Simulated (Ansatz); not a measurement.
# MgO2 (R-3m): phonons and vibrational spectra

Task: relax MgO2 (R-3m), then find its harmonic phonons.

Program: Ansatz 0.2.0. Level of theory: DFT PBEsol+D3(BJ), scalar-relativistic, plane waves, PAW. Results are calculated unless marked as measured.

Most raw output is cut from this account.

## Step 1: The starting structure

Symmetry: R-3m, No. 166, trigonal system. Conventional cell: a = 3.210 Å, b = 3.210 Å, c = 10.482 Å, α = 90.00°, β = 90.00°, γ = 120.00°. Nearest to Mg lie 6 O at 2.11 Å. Nearest to O lie 1 O at 1.49 Å and 3 Mg at 2.11 Å. Farther neighbours and most contacts between anions are not listed.

As a file:

```cif
data_structure
_symmetry_space_group_name_H-M 'P 1'
_symmetry_Int_Tables_number 1
_cell_length_a 3.9549
_cell_length_b 3.9549
_cell_length_c 3.9549
_cell_angle_alpha 47.878
_cell_angle_beta 47.878
_cell_angle_gamma 47.878
_cell_volume 31.17
loop_
_atom_site_label
_atom_site_type_symbol
_atom_site_fract_x
_atom_site_fract_y
_atom_site_fract_z
_atom_site_occupancy
Mg1 Mg 0.00000 0.00000 0.00000 1
O2 O 0.42879 0.42879 0.42879 1
O3 O 0.57121 0.57121 0.57121 1
```

## Step 2: Relaxation

The cell and atoms are relaxed, since residual forces and stress would shift the frequencies.

File input.yaml:

```yaml
crystal:
  lattice:
    - [1.604761016, 0.9265092046, 3.4939788749]
    - [-1.604761016, 0.9265092046, 3.4939788749]
    - [0.0, -1.8530184092, 3.4939788749]
  atoms:
    - { symbol: Mg, position: [0.0, 0.0, 0.0] }
    - { symbol: O, position: [0.428786, 0.428786, 0.428786] }
    - { symbol: O, position: [0.571214, 0.571214, 0.571214] }
kpoints:
  mp_grid: { grid: [9, 9, 9] }
hamiltonian:
  xc: pbesol
  dispersion: d3bj
scf:
  occupations: { method: gaussian, width: 0.02 }
output:
  forces: true
  stress: true
  eigenvalues: true
  write_density: true
  write_potential: true
  elf: true
  volumetric_format: npy
relax:
  adjacent_minimum: "off"
  f_tol: 0.005
  max_steps: 80
  cell: { stress_tol: 0.05 }
```

Started as:

```console
> ansatz run input.yaml --threads 4 --pin off --max-ram 7168MiB --backend cpu --events-out ev --progress --plain --runs-dir out
```

Elapsed: 5.9 s, on 4 threads of Arm Neoverse V1, shared host; peak memory 0.34 GiB; 21 s of CPU time.

Step by step:

| step | energy less that of the first step (eV) | largest force component (eV/Å) | pressure (GPa) | volume (Å³) |
| --- | --- | --- | --- | --- |
| 1 | 0.0000 | 0.3026 | -7.08 | 31.17 |
| 2 | -0.0303 | 0.1606 | -3.79 | 30.41 |
| 3 | -0.0460 | 0.0232 | 0.30 | 29.48 |
| 4 | -0.0457 | 0.0068 | 0.02 | 29.56 |
| 5 | -0.0457 | 0.0008 | -0.01 | 29.56 |
| 6* | -0.0388 | 0.0015 | -0.43 | 29.56 |
| 7 | -0.0394 | 0.0001 | -0.01 | 29.48 |
| 8* | -0.0389 | 0.0002 | -0.02 | 29.48 |

Relaxation steps marked * repeat the geometry before them on a plane-wave basis chosen anew for their cell, so energy and pressure can jump there.

Forces are held to the 12 operations that the run works with; a distortion that breaks them can't arise in this run.

| conventional cell, symmetrised | before | after | change |
| --- | --- | --- | --- |
| a (Å) | 3.210 | 3.143 | -2.1 % |
| b (Å) | 3.210 | 3.143 | -2.1 % |
| c (Å) | 10.482 | 10.335 | -1.4 % |
| volume (Å³/atom) | 10.39 | 9.83 | -5.4 % |

Final coordinates:

```xyz
3
Lattice="1.5716 0.9074 3.4451 -1.5716 0.9074 3.4451 0.0000 -1.8148 3.4451" Properties=species:S:1:pos:R:3 pbc="T T T"
Mg    0.0000    0.0000    0.0000
O     0.0000    0.0000    4.4353
O     0.0000    0.0000    5.8999
```

Numbers from this step:

```
pressure           : -0.02108 GPa
gap on the k-mesh  : 2.611 eV
volume per atom    : 9.826 Å³
direct gap on mesh : 2.611 eV
```

ELF in the ac plane of the conventional cell at fractional y = 0.000, with atoms of Mg and O within 0.2 Å of it. It is the smooth field of the valence electrons, not physical close to the nuclei.

Values, 24 rows by 14 columns, each cell a mean:
```
0.34 0.37 0.30 0.12 0.09 0.24 0.31 0.32 0.30 0.19 0.08 0.16 0.34 0.36
0.21 0.18 0.10 0.13 0.35 0.60 0.68 0.70 0.67 0.53 0.27 0.10 0.12 0.19
0.02 0.02 0.06 0.20 0.41 0.56 0.62 0.63 0.61 0.52 0.36 0.15 0.04 0.02
0.01 0.01 0.03 0.07 0.13 0.18 0.22 0.23 0.21 0.17 0.11 0.06 0.02 0.01
0.01 0.02 0.04 0.10 0.21 0.32 0.38 0.40 0.37 0.28 0.17 0.08 0.03 0.01
0.02 0.03 0.09 0.24 0.47 0.65 0.73 0.75 0.72 0.60 0.41 0.18 0.06 0.03
0.03 0.04 0.07 0.16 0.31 0.42 0.45 0.46 0.45 0.39 0.27 0.13 0.05 0.03
0.18 0.18 0.15 0.11 0.08 0.07 0.07 0.08 0.07 0.07 0.09 0.13 0.16 0.18
0.56 0.59 0.59 0.48 0.27 0.09 0.04 0.03 0.04 0.14 0.34 0.53 0.60 0.58
0.54 0.70 0.84 0.84 0.69 0.32 0.09 0.04 0.12 0.45 0.75 0.85 0.81 0.65
0.37 0.58 0.78 0.77 0.63 0.33 0.09 0.04 0.13 0.44 0.69 0.79 0.74 0.52
0.63 0.60 0.48 0.35 0.22 0.10 0.03 0.02 0.05 0.14 0.26 0.39 0.53 0.61
0.52 0.59 0.62 0.53 0.39 0.18 0.06 0.03 0.07 0.25 0.43 0.57 0.63 0.57
0.39 0.61 0.83 0.84 0.71 0.37 0.11 0.05 0.15 0.50 0.77 0.85 0.78 0.55
0.61 0.71 0.80 0.76 0.56 0.23 0.06 0.03 0.08 0.34 0.64 0.78 0.78 0.68
0.43 0.44 0.41 0.29 0.14 0.05 0.04 0.04 0.04 0.07 0.18 0.33 0.42 0.43
0.08 0.08 0.08 0.09 0.12 0.15 0.16 0.16 0.16 0.15 0.11 0.09 0.08 0.08
0.02 0.03 0.08 0.22 0.43 0.58 0.64 0.65 0.63 0.54 0.37 0.17 0.06 0.03
0.02 0.02 0.07 0.20 0.40 0.57 0.65 0.67 0.63 0.52 0.34 0.15 0.05 0.02
0.01 0.01 0.03 0.06 0.12 0.19 0.24 0.25 0.23 0.17 0.10 0.05 0.02 0.01
0.01 0.02 0.05 0.12 0.21 0.30 0.34 0.36 0.34 0.28 0.19 0.09 0.03 0.02
0.05 0.04 0.06 0.21 0.46 0.65 0.71 0.73 0.70 0.60 0.39 0.15 0.05 0.04
0.33 0.29 0.16 0.09 0.23 0.48 0.57 0.59 0.56 0.40 0.17 0.10 0.21 0.31
0.26 0.34 0.36 0.16 0.06 0.12 0.16 0.17 0.16 0.10 0.06 0.22 0.38 0.31
```
Columns run along a (3.1 Å), rows up along c (10.3 Å), edges of the conventional cell, whose origin can differ from the input's. Atoms in or near the plane, at fractional coordinates: Mg at (0.00, 0.00), O at (0.00, 0.43), O at (0.00, 0.57).

Electrostatic potential energy in the ac plane of the conventional cell at fractional y = 0.000, with atoms of Mg and O within 0.2 Å of it. With pseudopotentials it is smooth inside the atoms' cores, unlike the true potential.

Ten even steps from '_' (-46 eV) to '@' (11 eV), each cell a mean:
```
____--**%%@@@@@@@@@@%%**::__
++**##%%@@@@@@@@@@@@@@%%##**
@@@@@@@@@@@@@@@@@@@@@@@@@@@@
@@@@@@@@@@@@@@@@@@@@@@@@@@@@
@@@@@@@@@@@@@@@@@@@@@@@@@@@@
@@@@@@@@@@@@@@@@@@@@@@@@@@@@
@@@@@@@@@@@@%%%%%%@@@@@@@@@@
@@@@@@@@@@%%%%%%%%%%@@@@@@@@
**##%%@@@@%%%%%%%%%%@@@@%%##
..::==%%@@@@@@@@@@@@@@##--..
__..==%%@@@@@@@@@@@@@@**--__
==++##@@@@@@@@@@@@@@@@@@##++
::--**%%@@@@@@@@@@@@@@%%++::
__..--##@@@@@@@@@@@@@@**::__
::--**%%@@@@%%%%@@@@@@%%++--
%%@@@@@@@@%%%%%%%%%%@@@@@@%%
@@@@@@@@@@%%%%%%%%%%@@@@@@@@
@@@@@@@@@@@@@@@@@@@@@@@@@@@@
@@@@@@@@@@@@@@@@@@@@@@@@@@@@
@@@@@@@@@@@@@@@@@@@@@@@@@@@@
@@@@@@@@@@@@@@@@@@@@@@@@@@@@
%%%%%%@@@@@@@@@@@@@@@@@@%%%%
----**%%%%@@@@@@@@@@%%##++--
____..**%%@@@@@@@@%%##++____
```
Columns run along a (3.1 Å; values clipped at the 3rd and 97th percentile), rows up along c (10.3 Å), edges of the conventional cell, whose origin can differ from the input's. Atoms in or near the plane, at fractional coordinates: Mg at (0.00, 0.00), O at (0.00, 0.43), O at (0.00, 0.57).

Valence density in the ac plane of the conventional cell at fractional y = 0.000, with atoms of Mg and O within 0.2 Å of it. It is the smooth field of the valence electrons, not physical close to the nuclei.

Ten steps, logarithmic in the rise over the least value, from '0' (0 e/Å³) to '9' (24 e/Å³), each cell a mean:
```
98521111111368
32111112111113
00001112110000
00000011100000
00000111110000
00001122211000
00001112110000
10000011100000
33211000001233
66532100012456
66532000012456
54321000001244
55421000001345
77532100012467
55431100012345
22111000001122
00000111110000
00001122211000
00001122110000
00000011100000
00000111110000
00001122111000
65211111111135
99621001001379
```
Columns run along a (3.1 Å), rows up along c (10.3 Å), edges of the conventional cell, whose origin can differ from the input's. Atoms in or near the plane, at fractional coordinates: Mg at (0.00, 0.00), O at (0.00, 0.43), O at (0.00, 0.57).

In this step the volume went from 10.39 to 9.83 Å³/atom.

## Step 3: Tight relaxation

Phonons need a cell at rest on their own settings, so the relaxation is repeated with tight tolerances on forces and stress, using the mesh and the filling of the phonon run that follows.

File input.yaml:

```yaml
crystal:
  lattice:
    - [1.5716341528, 0.9073834012, 3.4450883971]
    - [-1.5716341528, 0.9073834012, 3.4450883971]
    - [0.0, -1.8147668024, 3.4450883971]
  atoms:
    - { symbol: Mg, position: [0.0, 0.0, 0.0] }
    - { symbol: O, position: [0.4291448496, 0.4291448496, 0.4291448496] }
    - { symbol: O, position: [0.5708551504, 0.5708551504, 0.5708551504] }
kpoints:
  mp_grid: { grid: [9, 9, 9] }
hamiltonian:
  xc: pbesol
  dispersion: d3bj
scf:
  occupations: { method: fixed }
output:
  forces: true
  stress: true
  eigenvalues: true
relax:
  adjacent_minimum: "off"
  f_tol: 0.001
  max_steps: 60
  cell: { stress_tol: 0.01 }
```

It took 3.1 s on 4 threads; peak memory 0.32 GiB.

Little changed from the start: no atom moved by 0.005 Å and no cell edge by 0.1 %.

Numbers from this step:

| Property | Result |
| --- | --- |
| pressure | -0.001143 GPa |
| gap on the k-mesh | 2.612 eV |
| volume per atom | 9.824 Å³ |
| direct gap on mesh | 2.612 eV |

The largest force component left is 0.056 meV/Å and the pressure is -0.001 GPa, within the tolerances set. The cell now holds 9.82 Å³/atom.

## Step 4: Zone-centre response

The zone centre comes first: it holds the modes that light can see, as far as symmetry allows. The response to a homogeneous field gives the Born charges and the dielectric tensor, and its change with displacement the Raman tensors.

File input.yaml:

```yaml
crystal:
  lattice:
    - [1.5715398684, 0.9073289661, 3.4449804859]
    - [-1.5715398684, 0.9073289661, 3.4449804859]
    - [0.0, -1.8146579321, 3.4449804859]
  atoms:
    - { symbol: Mg, position: [0.0, 0.0, 0.0] }
    - { symbol: O, position: [0.4291445267, 0.4291445267, 0.4291445267] }
    - { symbol: O, position: [0.5708554733, 0.5708554733, 0.5708554733] }
kpoints:
  mp_grid: { grid: [9, 9, 9] }
hamiltonian:
  xc: pbesol
  dispersion: d3bj
scf:
  occupations: { method: fixed }
output:
  eigenvalues: true
phonons:
  method: dfpt
  dielectric: true
  rigid_motions: translations
  raman: true
```

Run time: 1.8 min. Hardware: 4 threads; peak memory 1 GiB; 7.2 min of CPU time.

Numbers from this step:

- sum-rule residual before enforcement: 5.62e-4 eV/Å²
- miss of the charge sum rule: 0.002081 e
- estimated error of the dielectric tensor: 0.01004
- estimated error of the Born charges: 0.01168 e
- point group: -3m
- highest optical mode at the zone centre (no LO-TO term): 966.7 cm⁻¹
- lowest optical zone-centre mode: 306.4 cm⁻¹
- mean high-frequency dielectric constant: 3.205
- largest Born charge (third of the trace): 2.029 e
- mean static dielectric constant: 6.141
- top of the zone-centre spectrum with the field: 966.7 cm⁻¹

Without the LO-TO term. Patterns of degenerate modes are one choice out of their space. Modes at Γ, with each element's share of the kinetic energy:

| mode | frequency (cm⁻¹) | symmetry | Mg % | O % |
| --- | --- | --- | --- | --- |
| 1 | 0.0 | acoustic | 43 | 57 |
| 2 | 0.0 | acoustic | 43 | 57 |
| 3 | 0.0 | acoustic | 43 | 57 |
| 4 | 306.4 | Eg | 0 | 100 |
| 5 | 306.4 | Eg | 0 | 100 |
| 6 | 388.9 | A2u | 57 | 43 |
| 7 | 425.3 | Eu | 57 | 43 |
| 8 | 425.3 | Eu | 57 | 43 |
| 9 | 966.7 | A1g | 0 | 100 |

Displacements in mode 5 (306.4 cm⁻¹), the largest set to 1:
```
Mg1  0.00  0.00  0.00
O2   0.10 -1.00  0.00
O3  -0.10  1.00  0.00
```

Displacements in mode 6 (388.9 cm⁻¹), the largest set to 1:
```
Mg1  0.00  0.00  1.00
O2   0.00  0.00 -0.76
O3   0.00  0.00 -0.76
```

Optical modes at the zone centre, without and with the macroscopic field of the longitudinal modes; each column is sorted by frequency, so a row need not hold one and the same mode. Modes with and without the field, by row:

| rank among optical modes | no field (cm⁻¹) | q along (1, 0, 0) (cm⁻¹) | q along (0, 0, 1) (cm⁻¹) |
| --- | --- | --- | --- |
| 1 | 306.4 | 306.4 | 306.4 |
| 2 | 306.4 | 306.4 | 306.4 |
| 3 | 388.9 | 388.9 | 425.3 |
| 4 | 425.3 | 425.3 | 425.3 |
| 5 | 425.3 | 596.4 | 528.5 |
| 6 | 966.7 | 966.7 | 966.7 |

Born charge (rows field, columns displacement) (e), principal values of the symmetric part by kind of site:

| atom | atoms with these values | low | middle | high | mean |
| --- | --- | --- | --- | --- | --- |
| Mg1 | 1 | 2.01 | 2.01 | 2.06 | 2.03 |
| O2 | 2 | -1.03 | -1.01 | -1.01 | -1.01 |

In full for O2:

```
-1.01  0.00  0.00
 0.00 -1.01  0.00
 0.00  0.00 -1.03
```

High-frequency dielectric tensor:

```
2.80 0.00 0.00
0.00 2.80 0.00
0.00 0.00 4.02
```

Static dielectric tensor (ions relaxed, fixed cell):

```
5.50 0.00 0.00
0.00 5.50 0.00
0.00 0.00 7.42
```

Transverse modes. Infrared lines, with heights relative to the strongest:

| position (cm⁻¹) | label | relative intensity |
| --- | --- | --- |
| 306 | Eg | 0.0 |
| 389 | A2u | 53 |
| 425 | Eu | 100 |
| 967 | A1g | 0.0 |

Activity x (w_L - w)^4 (n + 1)/w, 532 nm, 300 K; modes without the macroscopic field alone. Lines of the Raman spectrum (strongest = 100):

| position (cm⁻¹) | label | relative intensity |
| --- | --- | --- |
| 306 | Eg | 39 |
| 389 | A2u | 0.0 |
| 425 | Eu | 0.0 |
| 967 | A1g | 100 |

Before it was imposed, the acoustic sum rule was missed by 5.6e-4 eV/Å² and the charge sum rule by 0.0021 e. Small misses are needed for a sound result but don't prove that mesh and cutoff are converged. The lowest optical mode is real, 306 cm⁻¹.

## Step 5: The dispersion

Stability and thermal properties need the whole zone. Linear response on a 3×3×3 q mesh gives force constants as far as a supercell of that size would, and the tensors from the zone-centre run are typed in so that the long-range dipole term is interpolated apart.

input.yaml, the sections that differ from step 4:

```yaml
phonons:
  method: dfpt
  qmesh: [3, 3, 3]
  temperatures: { t_max: 1000, t_step: 50 }
  qpath:
    path:
      - [[0.0, 0.0, 0.0], [0.5, 0.5, 0.5], [0.78708834, 0.21291166, 0.5]]
      - [[0.5, -0.21291166, 0.21291166], [0.5, 0.0, 0.0], [0.0, 0.0, 0.0], [0.35645583, -0.35645583, 0.0]]
      - [[0.64354417, 0.0, 0.35645583], [0.5, 0.0, 0.5], [0.0, 0.0, 0.0]]
    npoints: 10
  non_analytic_term:
    high_frequency_dielectric_tensor: [[2.7993, 0.0, 0.0], [0.0, 2.7993, 0.0], [0.0, 0.0, 4.0156]]
    born_effective_charges:
      - { species: Mg, tensor: [[2.0118, 0.0, 0.0], [0.0, 2.0118, 0.0], [0.0, 0.0, 2.0624]] }
      - { species: O, tensor: [[-1.0059, 0.0, 0.0], [0.0, -1.0059, 0.0], [0.0, 0.0, -1.0312]] }
      - { species: O, tensor: [[-1.0059, 0.0, 0.0], [0.0, -1.0059, 0.0], [0.0, 0.0, -1.0312]] }
    source: "zone-centre run at this cell"
# crystal, kpoints, hamiltonian, scf, output: as in step 4
```

Elapsed: 2.7 min, on 4 threads; peak memory 1 GiB.

This step gave:

- sum-rule residual before enforcement: 3.66e-5 eV/Å²
- lowest frequency on the path: 0 cm⁻¹
- highest frequency on the path or at a solved wavevector: 966.7 cm⁻¹
- mean frequency: 409.9 cm⁻¹
- Debye temperature (second moment): 857 K
- logarithmic mean frequency: 362.4 cm⁻¹
- lowest mode on the q mesh (acoustic modes at Γ apart): 90.12 cm⁻¹
- zero-point energy per atom: 76.22 meV
- heat capacity at 300 K: 18.18 J/(mol atoms K)
- vibrational entropy at 300 K: 15.25 J/(mol atoms K)
- edges of the widest gap between branches, on path and mesh: 596.4, 896.7 cm⁻¹

Frequencies (cm⁻¹) solved at each irreducible wavevector; negative means imaginary. Frequencies by wavevector, by row:

| q in reciprocal lattice units | star | mode 1 | mode 2 | mode 3 | mode 4 | mode 5 | mode 6 | mode 7 | mode 8 | mode 9 |
| --- | --- | --- | --- | --- | --- | --- | --- | --- | --- | --- |
| 0 0 0 | 1 | 0 | 0 | 0 | 306.4 | 306.4 | 388.9 | 425.3 | 425.3 | 966.7 |
| 0 0 0.3333 | 6 | 134.7 | 189.8 | 307.7 | 313.7 | 342.8 | 427 | 447.3 | 537.2 | 950.4 |
| 0 0.3333 0.3333 | 6 | 159.9 | 198.2 | 325.9 | 345.8 | 377.1 | 406.7 | 433.6 | 496.3 | 931.1 |
| 0 0.3333 -0.3333 | 6 | 230.2 | 302.2 | 325.3 | 343.3 | 387.8 | 409.5 | 459.7 | 465.5 | 931.4 |
| 0.3333 0.3333 0.3333 | 2 | 90.1 | 90.1 | 289.8 | 289.8 | 328.3 | 444.4 | 444.4 | 498.6 | 918.1 |
| 0.3333 0.3333 -0.3333 | 6 | 156.1 | 286.9 | 321.9 | 330.4 | 388.4 | 413.4 | 449.8 | 478.2 | 915.1 |

(Continued in part 2 of 2.)

[Logs are printed without paths, hosts, clocks, repeated set-up lines and the standing remarks that a program may print on its own settings, such as how far it seeks lower states.]

[Hosts, paths, dates, database ids (printed as entryN), source tags and the programs' standing remarks are cut or masked in the printed files.]
